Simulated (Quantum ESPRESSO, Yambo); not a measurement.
**AlN (F-43m): G0W0 in Yambo against the screening cutoff**

How does the gap of AlN (F-43m) converge in the screening cutoff?

Program: Yambo 5.3.0. Level of theory: PBE and many-body steps on it, plane waves. Results are calculated unless marked as measured.

Report form: the programs' logs are mostly left out.

## 1. The starting structure

The structure is cubic, space group F-43m (No. 216). Conventional cell: a = 4.368 Å, b = 4.368 Å, c = 4.368 Å, α = 90.00°, β = 90.00°, γ = 90.00°. Nearest to Al lie 4 N at 1.89 Å. N has 4 Al at 1.89 Å nearest. Farther neighbours and most contacts between anions are not listed.

Structure file:

```xyz
2
Lattice="0.0000 2.1840 2.1840 2.1840 0.0000 2.1840 2.1840 2.1840 0.0000" Properties=species:S:1:pos:R:3 pbc="T T T"
Al    0.0000    0.0000    0.0000
N     3.2760    3.2760    3.2760
```

The cell and positions are those that the Materials Project relaxed with its own functionals (PBE, PBE+U or r2SCAN), kept fixed. This is not the form that AlN usually takes at ambient conditions.

## 2. 3.25 Ha

This step: Yambo 5.3.0; G0W0 on PBE, plane waves, norm-conserving pseudopotentials.

Now the one-shot GW correction: screening in the RPA, then the self-energy of the levels asked for.

Contents of gw7.in:

```
HF_and_locXC
gw0
dyson
ppa
em1d
rim_cut
RandQpts= 1000000
RandGvec= 1 RL
EXXRLvcs= 72 Ry
VXCRLvcs= 288 Ry
Chimod= "HARTREE"
% BndsRnXp
 1 | 66 |
%
NGsBlkXp= 6.5 Ry
% LongDrXp
 1 | 1 | 1 |
%
% GbndRnge
 1 | 66 |
%
DysSolver= "n"
ExtendOut
PPAPntXp= 27.21138 eV
% QPkrange
 1 | 1 | 3 | 6 |
 7 | 7 | 3 | 6 |
%
```

Command:

```sh
$ OMP_NUM_THREADS=1 mpirun -n 4 yambo -F gw7.in -J gw7 -C gw7 > gw7.log
```

Elapsed: 8 s, on 4 MPI ranks of Arm Neoverse V1, shared host; peak memory 1.1 GiB.

This step gave:

```yaml
g0w0_gap_on_the_points_computed: 4.288 eV
starting_gap_on_the_mesh: 3.325 eV
k_of_the_valence_top: 0, 0, 0
k_of_the_conduction_bottom: 0, -0.5, -0.5
least_direct_g0w0_gap_on_the_computed_points: 5.426 eV
z_at_the_valence_top: 0.7959
z_at_the_conduction_bottom: 0.8390
```

The gap on the mesh goes from 3.32 eV to 4.29 eV, a correction of +0.96 eV.

## 3. 5.25 Ha

gw8.in, as its differences from gw7.in of step 2:

```diff
@@ -14,3 +14,3 @@
 %
-NGsBlkXp= 6.5 Ry
+NGsBlkXp= 10.5 Ry
 % LongDrXp
```

Command:

```sh
$ OMP_NUM_THREADS=1 mpirun -n 4 yambo -F gw8.in -J gw8 -C gw8 > gw8.log
```

Run time: 9.9 s. Hardware: 4 MPI ranks; peak memory 1.1 GiB.

Numbers from this step:

| Item | Value |
| --- | --- |
| G0W0 gap on the points computed | 4.388 eV |
| starting gap on the mesh | 3.325 eV |
| k of the valence top | 0, 0, 0 |
| k of the conduction bottom | 0, -0.5, -0.5 |
| least direct G0W0 gap on the computed points | 5.532 eV |
| Z at the valence top | 0.7932 |
| Z at the conduction bottom | 0.8389 |

Against the run before, the gap moves by +0.100 eV.

## 4. 10.5 Ha

gw9.in, as its differences from gw8.in of step 3:

```diff
@@ -14,3 +14,3 @@
 %
-NGsBlkXp= 10.5 Ry
+NGsBlkXp= 21 Ry
 % LongDrXp
```

Command:

```sh
$ OMP_NUM_THREADS=1 mpirun -n 4 yambo -F gw9.in -J gw9 -C gw9 > gw9.log
```

Wall time 36 s (4 MPI ranks); peak memory 1.1 GiB; 2.3 min of CPU time.

Numbers from this step:

```
G0W0 gap on the points computed              : 4.436 eV
starting gap on the mesh                     : 3.325 eV
k of the valence top                         : 0, 0, 0
k of the conduction bottom                   : 0, -0.5, -0.5
least direct G0W0 gap on the computed points : 5.545 eV
```

Against the run before, the gap moves by +0.047 eV.

## 5. 13 Ha

gw10.in, as its differences from gw9.in of step 4:

```diff
@@ -14,3 +14,3 @@
 %
-NGsBlkXp= 21 Ry
+NGsBlkXp= 26 Ry
 % LongDrXp
```

Command:

```sh
$ OMP_NUM_THREADS=1 mpirun -n 4 yambo -F gw10.in -J gw10 -C gw10 > gw10.log
```

Elapsed: 49 s, on 4 MPI ranks; peak memory 1.1 GiB; 3.2 min of CPU time.

This step gave:

```
G0W0 gap on the points computed              : 4.438 eV
starting gap on the mesh                     : 3.325 eV
k of the valence top                         : 0, 0, 0
k of the conduction bottom                   : 0, -0.5, -0.5
least direct G0W0 gap on the computed points : 5.545 eV
```

Against the run before, the gap moves by +0.002 eV.

## 6. 16.25 Ha

gw11.in, as its differences from gw10.in of step 5:

```diff
@@ -14,3 +14,3 @@
 %
-NGsBlkXp= 26 Ry
+NGsBlkXp= 32.5 Ry
 % LongDrXp
```

Command:

```sh
$ OMP_NUM_THREADS=1 mpirun -n 4 yambo -F gw11.in -J gw11 -C gw11 > gw11.log
```

The job ended after 85 s (4 MPI ranks; peak memory 1.1 GiB).

This step gave:

```
G0W0 gap on the points computed              : 4.440 eV
starting gap on the mesh                     : 3.325 eV
k of the valence top                         : 0, 0, 0
k of the conduction bottom                   : 0, -0.5, -0.5
least direct G0W0 gap on the computed points : 5.546 eV
```

Against the run before, the gap moves by +0.002 eV.

## 7. Side by side

Times are wall times on 4 MPI ranks of Arm Neoverse V1, shared host, good to a factor of about two.

```
     run   mesh  bands  screening cutoff (eV)  DFT gap (eV)  gap on the mesh (eV)  direct (eV)   time
 3.25 Ha  4×4×4     66                   88.4         3.325                 4.288        5.426    8 s
 5.25 Ha  4×4×4     66                  142.9         3.325                 4.388        5.532  9.9 s
 10.5 Ha  4×4×4     66                  285.7         3.325                 4.436        5.545   36 s
   13 Ha  4×4×4     66                  353.7         3.325                 4.438        5.545   49 s
16.25 Ha  4×4×4     66                  442.2         3.325                 4.440        5.546   85 s
```

## 8. Results

```
3.25 Ha      : 4.288 eV
5.25 Ha      : 4.388 eV
10.5 Ha      : 4.436 eV
13 Ha        : 4.438 eV
16.25 Ha     : 4.440 eV
known limits : not at the basis limit; coarse k mesh
```

What this shows: The setting moved: screening cutoff. From 3.25 Ha to 16.25 Ha the gap moves by +0.15 eV, for 11 times the time. It holds to 0.03 eV from 10.5 Ha on. Bands and screening cutoff are coupled, so a series along one setting does not show full convergence. Bands and cutoff are finite, so the gap is not at the basis limit. The miss can reach some tenths of an eV and take either sign; the mesh is an error of its own. In the G0W0 runs levels were corrected at 2 k points alone, so a gap called «on the mesh» is the least over those, and an edge elsewhere would be missed. The 4×4×4 mesh is coarse for this cell, which bears on the long-range parts of exchange and screening.

[Paths, hosts, dates, memory and timing lines, banners, echoed tables and standing remarks are left out of the program output.]

[Logs are printed without paths, hosts, clocks, repeated set-up lines and the standing remarks that a program may print on its own settings, such as how far it seeks lower states.]

[Runs of the session that timed out or met a known fault of the program may be left out.]

[Hosts, paths, dates, database ids (printed as entryN), source tags and the programs' standing remarks are cut or masked in the printed files.]
